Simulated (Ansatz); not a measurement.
## Resistivity from frozen vibrations: Nb(100) with 4 thermally displaced layers, 2x2

Aim: the resistivity of Nb at 500 K from frozen thermal displacements between perfect leads.

Main program and level: Ansatz 0.2.0; Ansatz plane-wave DFT, PBE, PAW files; ballistic transport by layer matching (Landauer), zero bias; PAW set soft_1.

**1. Starting point**

The cell holds 56 atoms: 56 Nb. Its edges and angles: a = 6.613 Å, b = 6.613 Å, c = 23.144 Å, α = 90.0°, β = 90.0°, γ = 90.0°. It derives from Nb. Regions: lead, 40 atoms (40 Nb); scattering region, 16 atoms (16 Nb). The structure is stacked along c, and the current runs across the ab planes.

**2. With 4 displaced layers**

Each atom of 4 layers is moved at random, by amounts drawn from a normal law 0.1022 Å wide in each direction from the Debye model (275 K) at 500 K. The layers about the cell's end stay perfect and serve as the lead. Disorder leaves little or no symmetry, which makes such runs dear. Energies from -0.05 to 0.05 eV in steps of 0.05 eV are too few for the program's thermal sum, so it prints no conductance; for a metal the transmission near the Fermi level serves, at a fraction of the cost.

Contents of input.yaml:

```yaml
crystal:
  lattice:
    - [6.6126, 0.0, 0.0]
    - [0.0, 6.6126, 0.0]
    - [0.0, 0.0, 23.1441]
  atoms:
    - { symbol: Nb, position: [0.0, 0.0, 0.0357142857] }
    - { symbol: Nb, position: [0.0, 0.5, 0.0357142857] }
    - { symbol: Nb, position: [0.5, 0.0, 0.0357142857] }
    - { symbol: Nb, position: [0.5, 0.5, 0.0357142857] }
    - { symbol: Nb, position: [0.25, 0.25, 0.1071428571] }
    - { symbol: Nb, position: [0.25, 0.75, 0.1071428571] }
    - { symbol: Nb, position: [0.75, 0.25, 0.1071428571] }
    - { symbol: Nb, position: [0.75, 0.75, 0.1071428571] }
    - { symbol: Nb, position: [0.0, 0.0, 0.1785714286] }
    - { symbol: Nb, position: [0.0, 0.5, 0.1785714286] }
    - { symbol: Nb, position: [0.5, 0.0, 0.1785714286] }
    - { symbol: Nb, position: [0.5, 0.5, 0.1785714286] }
    - { symbol: Nb, position: [0.25, 0.25, 0.25] }
    - { symbol: Nb, position: [0.25, 0.75, 0.25] }
    - { symbol: Nb, position: [0.75, 0.25, 0.25] }
    - { symbol: Nb, position: [0.75, 0.75, 0.25] }
    - { symbol: Nb, position: [0.0, 0.0, 0.3214285714] }
    - { symbol: Nb, position: [0.0, 0.5, 0.3214285714] }
    - { symbol: Nb, position: [0.5, 0.0, 0.3214285714] }
    - { symbol: Nb, position: [0.5, 0.5, 0.3214285714] }
    - { symbol: Nb, position: [0.251943026, 0.2479584607, 0.3956848705] }
    - { symbol: Nb, position: [0.2516211191, 0.741721803, 0.3944537328] }
    - { symbol: Nb, position: [0.7701519254, 0.2646361229, 0.3897498643] }
    - { symbol: Nb, position: [0.7304442652, 0.7403679601, 0.3930396139] }
    - { symbol: Nb, position: [0.9640691372, 0.9966188089, 0.4587845084] }
    - { symbol: Nb, position: [0.9886835916, 0.4915890598, 0.4628891199] }
    - { symbol: Nb, position: [0.5063613095, 0.0161109286, 0.4637181812] }
    - { symbol: Nb, position: [0.5211172308, 0.4897201281, 0.4658377749] }
    - { symbol: Nb, position: [0.2639621649, 0.2514528595, 0.5324314328] }
    - { symbol: Nb, position: [0.2357557206, 0.7429263371, 0.5366865371] }
    - { symbol: Nb, position: [0.7343974313, 0.2467674153, 0.5350112422] }
    - { symbol: Nb, position: [0.7583581898, 0.753317327, 0.5372834014] }
    - { symbol: Nb, position: [0.9898957785, 0.99799696, 0.6106044291] }
    - { symbol: Nb, position: [0.0230793803, 0.4805424894, 0.6138274491] }
    - { symbol: Nb, position: [0.5207990646, 0.0120743317, 0.6083105368] }
    - { symbol: Nb, position: [0.4951486588, 0.5225321496, 0.6157981985] }
    - { symbol: Nb, position: [0.25, 0.25, 0.6785714286] }
    - { symbol: Nb, position: [0.25, 0.75, 0.6785714286] }
    - { symbol: Nb, position: [0.75, 0.25, 0.6785714286] }
    - { symbol: Nb, position: [0.75, 0.75, 0.6785714286] }
    - { symbol: Nb, position: [0.0, 0.0, 0.75] }
    - { symbol: Nb, position: [0.0, 0.5, 0.75] }
    - { symbol: Nb, position: [0.5, 0.0, 0.75] }
    - { symbol: Nb, position: [0.5, 0.5, 0.75] }
    - { symbol: Nb, position: [0.25, 0.25, 0.8214285714] }
    - { symbol: Nb, position: [0.25, 0.75, 0.8214285714] }
    - { symbol: Nb, position: [0.75, 0.25, 0.8214285714] }
    - { symbol: Nb, position: [0.75, 0.75, 0.8214285714] }
    - { symbol: Nb, position: [0.0, 0.0, 0.8928571429] }
    - { symbol: Nb, position: [0.0, 0.5, 0.8928571429] }
    - { symbol: Nb, position: [0.5, 0.0, 0.8928571429] }
    - { symbol: Nb, position: [0.5, 0.5, 0.8928571429] }
    - { symbol: Nb, position: [0.25, 0.25, 0.9642857143] }
    - { symbol: Nb, position: [0.25, 0.75, 0.9642857143] }
    - { symbol: Nb, position: [0.75, 0.25, 0.9642857143] }
    - { symbol: Nb, position: [0.75, 0.75, 0.9642857143] }
kpoints:
  mp_grid: { grid: [4, 4, 1] }
hamiltonian:
  xc: pbe
  pseudopotentials: { kind: paw, azcp: { folder: soft_1 } }
scf:
  occupations: { method: fermi_dirac, width: 0.1 }
output:
  transmission: { leads: [[0, 4]], kmesh: [8, 8], e_range: [-0.05, 0.05], de: 0.05 }
  write_potential: true
  write_density: true
  volumetric_format: npy
  elf: true
```

Run with:

```sh
$ ansatz run input.yaml --threads 4 --pin off --max-ram 15360MiB --backend cpu --events-out ev --progress --plain --runs-dir out
```

Numbers of over 12 decimals in the logs are rounded to 6 here.

The program printed:

```text
Engine: ansatz 0.2.0, x86_64-unknown-linux-gnu
Pseudopotentials: kind: paw
Pseudopotential: Nb, paw, valence charge 13, recommended cutoff 420 eV (normal), soft_1/Nb.paw.azcp
Functional definition: PBE
  parameter kappa = 0.804
  parameter beta = 0.066725
  exchange = pbe_x(kappa = kappa, mu = beta*pi^2/3)
  correlation = pbe_c(beta = beta)
Crystal: 56 atoms, lattice volume = 1012.010 Å³
Basis set: ecut = 420 eV, 19757 PW (Γ)
Bands: 437, of which v1, the nominal top of the filled ones, is band 364 counted from 1 (363 counted from 0)
Symmetry: 1 space group operations
Space group: P1 (ITA 1), of the structure as read, at distance tolerance 1.0e-4 Å
k-points: 10 of 16 (time reversal used)
Non-local potential: Nb, projectors of the file, l = 0: 3, l = 1: 2, l = 2: 2, l = 3: 1
PAW form: soft (Blöchl's): semilocal exchange-correlation on the pseudo side does not see the compensation charge
PAW one-centre angular grid: Nb, 590 points (default); XC on 64 Gauss nodes
Initial density: superposition of atomic densities (chi_scale 0.1, normalization cell)
Initial wavefunctions: pseudopotential atomic-orbital guess
Functional: x = pbe(κ = 0.804, μ = 0.219515), c = pbe(β = 0.066725)
SCF iter   1: F=—  HF=-254954.952531 eV  |F-HF|=—  |Δ(HF+E_count)|=         —  Δρ=7.80e-2  dr2=8.52e1  ethr=3.10e-3  ⟨swp⟩=5.7  Hψ=17082  notcnv=0  defer=3
preconditioner: auto → Kerker (q_TF=auto, 2.583 Å⁻¹)  [metal: Δε(μ)=0.003 eV  Ē_g=3.741 eV  σ=0.100 eV  W_gap=0.01  n_scr=294 (ndim 8)  ℏωp=19.5 eV  f_vac=0.000  D(μ)=74.67/eV (n_scr^D=822)]
SCF iter   2: F=—  HF=-254936.941586 eV  |F-HF|=—  |Δ(HF+E_count)|=    1.80e1  Δρ=4.62e-2  dr2=2.58e1  ethr=3.10e-3  ⟨swp⟩=2.9  Hψ=9132  notcnv=0  defer=47
SCF iter   3: F=—  HF=-254929.416800 eV  |F-HF|=—  |Δ(HF+E_count)|=    7.52e0  Δρ=6.55e-3  dr2=4.04e-1  ethr=3.10e-3  ⟨swp⟩=3.4  Hψ=8577  notcnv=0  defer=47
SCF iter   4: F=—  HF=-254929.450056 eV  |F-HF|=—  |Δ(HF+E_count)|=   3.33e-2  Δρ=1.13e-3  dr2=3.22e-2  ethr=5.54e-5  ⟨swp⟩=3.0  Hψ=5130  notcnv=0  defer=3
SCF iter   5: F=—  HF=-254929.449026 eV  |F-HF|=—  |Δ(HF+E_count)|=   1.03e-3  Δρ=2.51e-4  dr2=5.45e-4  ethr=4.43e-6  ⟨swp⟩=2.3  Hψ=5487  notcnv=0  defer=3
SCF iter   6: F=—  HF=-254929.449164 eV  |F-HF|=—  |Δ(HF+E_count)|=   1.38e-4  Δρ=3.97e-5  dr2=2.34e-5  ethr=7.49e-8  ⟨swp⟩=2.5  Hψ=7612  notcnv=0  defer=3
SCF iter   7: F=—  HF=-254929.448459 eV  |F-HF|=—  |Δ(HF+E_count)|=   7.04e-4  Δρ=7.42e-6  dr2=7.77e-7  ethr=3.21e-9  ⟨swp⟩=1.5  Hψ=4380  notcnv=0  defer=3
SCF iter   8: F=-254929.448459 eV  HF=-254929.448459 eV  |F-HF|=8.61e-9  |Δ(HF+E_count)|=   3.62e-8  Δρ=1.30e-6  dr2=1.93e-8  ethr=1.37e-11  ⟨swp⟩=9.2  Hψ=11486  notcnv=0
SCF 1 converged in 8 iterations: F = -254929.448459 eV  dr2 = 1.93e-8
  greatest PAW one-centre occupation: 0.998 electrons in one spin orbital (limit 2), on the Nb atom at site 20 (counted from 0), in its partial waves of l = 0
transmission: 147 of 1462 steps passed
transmission: 294 of 1462 steps passed
[...]
transmission: 1462 of 1462 steps passed
SCF converged after 8 iterations
Free energy (F): -254929.448459 eV
Harris-Foulkes:  -254929.448459 eV  (|F-HF|=8.61e-9)
Internal energy: -254926.839430 eV  (E = F + TS)
E sigma→0 (E₀):  -254928.143945 eV
Entropy (-TS):   -2.609029 eV (-46.590 meV/atom)
Fermi energy:    17.753791 eV
--- Per-component energies (eV) ---
  E_band       = -3810.999926
  E_kinetic    = 20920.722786
  E_local      = -36570.155197  (includes V_loc(G=0)·N_el)
  E_nonlocal   = 5320.120022
  E_hartree    = 12183.710512
  E_xc         = -9289.597163
  E_vxc        = -11248.490935  (∫ρ·V_xc dr)
  E_paw        = -172606.128262  (= ΣΔE_a)
  E_vpaw       = -6600.612665  (= ΣTr[D̂ρ^β])
  E_aug_tail   = 0.002192  (compensation charges beyond the density's cutoff)
  E_ewald      = -74885.514321
  E_smearing   = -2.609029  (= −TS)
  E_closure    = 0.000000  (closes the sum)
  Σ components = -254929.448459   (vs F -254929.448459, Δ=0.00e0)
--- Band table (eV; the first three rows and the last of 10) ---
  k-point 0: bands = [... 360 lower, 18.0939, 18.0968, 18.1164, 18.1190, 18.1209, 18.1634, 18.2516, 18.3096, ... 69 higher]
  k-point 1: bands = [... 360 lower, 17.9276, 17.9478, 17.9756, 18.0014, 18.0357, 18.0614, 18.1071, 18.1786, ... 69 higher]
  k-point 2: bands = [... 360 lower, 17.6816, 17.6940, 17.7052, 17.7118, 17.7218, 17.7529, 17.7611, 17.7877, ... 69 higher]
  k-point 9: bands = [... 360 lower, 17.1136, 17.1203, 17.1353, 17.1453, 17.1855, 17.2106, 17.2175, 17.2685, ... 69 higher]
--- Transmission ---
  basis      : 385 plane waves across, 43 finite elements along
  points     : 34, standing for a mesh of 8 x 8
  energies   : 3 from -0.050000 to 0.050000 eV about the Fermi level, 0.050000 eV apart; the leads are filled to 0.000000 eV, and channels, transmission and decay are at 0.000000 eV
  crystal 0  : Nb4, at the sites [0, 4], period 1.6531 Å, over 16.53 Å; its Hamiltonian steps by up to 4.6 meV
    offset         : up to 0.0000 Å between an atom of the period and one for which it stands
    channels       : 1.060938e1 a spin
    conductance    : none, the energies end too early or step too widely for 300 K: set another output.transmission.e_range or a lower de, or, where they end at an eighth of basis.ecutwfc, a higher one
  junction   : crystal 0 to crystal 0, 0.70 to 22.19 Å
    transmission   : 7.335157e0 a spin
    conductance    : none, the energies end too early or step too widely for 300 K: set another output.transmission.e_range or a lower de, or, where they end at an eighth of basis.ecutwfc, a higher one
```

Wall time 12 min (4 threads of Intel Xeon Platinum 8488C (Sapphire Rapids), shared host); peak memory 8.4 GiB.

Numbers from this step:

```
free energy                                    : -254929.4485 eV
energy at zero smearing                        : -254928.1439 eV
Fermi energy                                   : 17.75 eV
cell area                                      : 43.73 Å²
transmission per spin nearest the Fermi level  : 7.335
open channels per spin nearest the Fermi level : 10.61
step of the lead's potential                   : 4.6 meV
```

Per spin. Table of transmission, zone mean by energy, zero at the Fermi level:

```csv
energy (eV),"transmission, zone mean"
-0.0500,7.69
0.0000,7.34
0.0500,7.11
```

Per spin. Open channels, zone mean, lead against energy, zero at the Fermi level:

```csv
energy (eV),"open channels, zone mean, lead"
-0.0500,11.4
0.0000,10.6
0.0500,10.1
```

Transmission over k1 and k2. At 0.0000 eV from the Fermi level.

Ten even steps from '_' (2.6) to '@' (10.2):
```
__--++**@@**==--
--==++%%@@##++==
++**####%%####**
##@@@@%%@@%%@@@@
++**####%%####**
--==++##@@%%++==
__--==**@@**++--
____--==**==--__
```
Columns: k1 (b1) from -0.5 to 0.375; rows upwards: k2 (b2) from -0.5 to 0.375.

Open channels over k1 and k2. At 0.0000 eV from the Fermi level.

Ten even steps from '_' (4.0) to '@' (14.0):
```
__++++%%@@%%++++
**++**%%@@%%**++
**%%%%######%%%%
@@@@@@######@@@@
**%%%%######%%%%
**++**%%@@%%**++
__++++%%@@%%++++
____****@@****__
```
Columns: k1 (b1) from -0.5 to 0.375; rows upwards: k2 (b2) from -0.5 to 0.375.

Valence density in the ca plane at fractional y = 0.000, with atoms of Nb within 0.2 Å of it. It is the smooth field of the valence electrons, not physical close to the nuclei.

Ten even steps from '0' (0.2 e/Å³) to '9' (5.0 e/Å³), each cell a mean:
```
49972000049972000179961000038993000049972000
14530000014530000158841000014641000014530000
00000000000000000013210000001110000000000000
00000000000000000000000000000000000000000000
00000000000000000000000000000000000000000000
00000000000000000000000000000000000000000000
02210000002210000012310000013430000002210000
37851000037851000038851000038972000037851000
59982000059982000059982000049993000059982000
49972000049972000049962000037961000049972000
14530000014530000013420000002310000014530000
00000000000000000000000000000000000000000000
00000000000000000000000000000000000000000000
00000000000000000000000000000000000000000000
00000000000000000000000000000000000000000000
02210000002210000000000000001110000002210000
37851000037851000024410000015751000037851000
59982000059982000159951000039993000059982000
```
Columns run along c (16.0 Å, from fractional 0.15 to 0.85 of the cell), rows up along a (6.6 Å). Atoms in or near the plane, at fractional coordinates: Nb at (0.18, 0.00), Nb at (0.18, 0.50), Nb at (0.32, 0.00), Nb at (0.32, 0.50), Nb at (0.46, 0.96), Nb at (0.46, 0.51), Nb at (0.61, 0.99), Nb at (0.61, 0.52), Nb at (0.75, 0.00), Nb at (0.75, 0.50).

Electrostatic potential energy in the ca plane at fractional y = 0.000, with atoms of Nb within 0.2 Å of it. With pseudopotentials it is smooth inside the atoms' cores, unlike the true potential.

Values in eV, 10 rows by 16 columns, each cell a mean:
```
-31 -13  18 -17 -28  15 -15 -43  11  12 -38 -10  16 -26 -19  18
  9  13  19  12  10  19   7  -5  17  18   5  13  19  10  12  19
 18  19  19  19  18  20  18  16  19  19  16  18  19  19  19  19
 -1   7  19   6   0  18  11  -6  16  15 -13   7  18   1   5  19
-39 -20  17 -24 -36  15  -8 -46   7   8 -47 -12  15 -34 -26  17
-31 -13  18 -17 -28  16  -1 -33  10  13 -26   0  17 -26 -19  18
  9  13  19  12  10  19  16  10  18  19  13  17  19  10  12  19
 18  19  19  19  19  20  20  20  20  20  19  19  19  18  19  19
 -1   7  19   6   1  19  15  10  19  18   2  11  18   1   5  19
-39 -20  17 -24 -36  15  -7 -31  14  11 -40 -12  15 -34 -26  17
```
Columns run along c (16.0 Å, from fractional 0.15 to 0.85 of the cell; values clipped at the 3rd and 97th percentile), rows up along a (6.6 Å). Atoms in or near the plane, at fractional coordinates: Nb at (0.18, 0.00), Nb at (0.18, 0.50), Nb at (0.32, 0.00), Nb at (0.32, 0.50), Nb at (0.46, 0.96), Nb at (0.46, 0.51), Nb at (0.61, 0.99), Nb at (0.61, 0.52), Nb at (0.75, 0.00), Nb at (0.75, 0.50).

ELF in the ca plane at fractional y = 0.000, with atoms of Nb within 0.2 Å of it. It is the smooth field of the valence electrons, not physical close to the nuclei.

Values, 10 rows by 16 columns, each cell a mean:
```
0.59 0.48 0.32 0.50 0.57 0.29 0.46 0.53 0.31 0.31 0.59 0.44 0.31 0.56 0.51 0.32
0.27 0.30 0.44 0.30 0.26 0.43 0.33 0.40 0.37 0.39 0.30 0.34 0.43 0.27 0.29 0.45
0.35 0.41 0.42 0.42 0.34 0.44 0.42 0.29 0.47 0.43 0.30 0.43 0.42 0.36 0.40 0.41
0.36 0.32 0.43 0.33 0.35 0.37 0.33 0.41 0.37 0.36 0.48 0.35 0.42 0.34 0.33 0.43
0.55 0.49 0.28 0.51 0.54 0.27 0.42 0.56 0.33 0.32 0.52 0.44 0.28 0.54 0.52 0.28
0.59 0.47 0.33 0.50 0.57 0.32 0.39 0.63 0.32 0.31 0.61 0.38 0.31 0.56 0.51 0.32
0.27 0.30 0.44 0.30 0.27 0.43 0.33 0.24 0.38 0.40 0.23 0.34 0.42 0.27 0.30 0.44
0.35 0.41 0.41 0.41 0.35 0.44 0.43 0.39 0.43 0.44 0.35 0.43 0.41 0.36 0.41 0.41
0.36 0.32 0.43 0.33 0.35 0.42 0.30 0.24 0.37 0.35 0.32 0.32 0.42 0.34 0.33 0.43
0.55 0.49 0.28 0.51 0.54 0.28 0.43 0.61 0.29 0.29 0.57 0.45 0.28 0.54 0.52 0.28
```
Columns run along c (16.0 Å, from fractional 0.15 to 0.85 of the cell), rows up along a (6.6 Å). Atoms in or near the plane, at fractional coordinates: Nb at (0.18, 0.00), Nb at (0.18, 0.50), Nb at (0.32, 0.00), Nb at (0.32, 0.50), Nb at (0.46, 0.96), Nb at (0.46, 0.51), Nb at (0.61, 0.99), Nb at (0.61, 0.52), Nb at (0.75, 0.00), Nb at (0.75, 0.50).

Over the solved energies the transmission per spin lies between 7.11 and 7.69, out of 10.7 channels of the lead on average (up to 11.4).

(Continued in part 2 of 2.)

[Logs are printed without paths, hosts, clocks, repeated set-up lines and the standing remarks that a program may print on its own settings, such as how far it seeks lower states.]

[Hosts, paths, dates, database ids (printed as entryN), source tags and the programs' standing remarks are cut or masked in the printed files.]
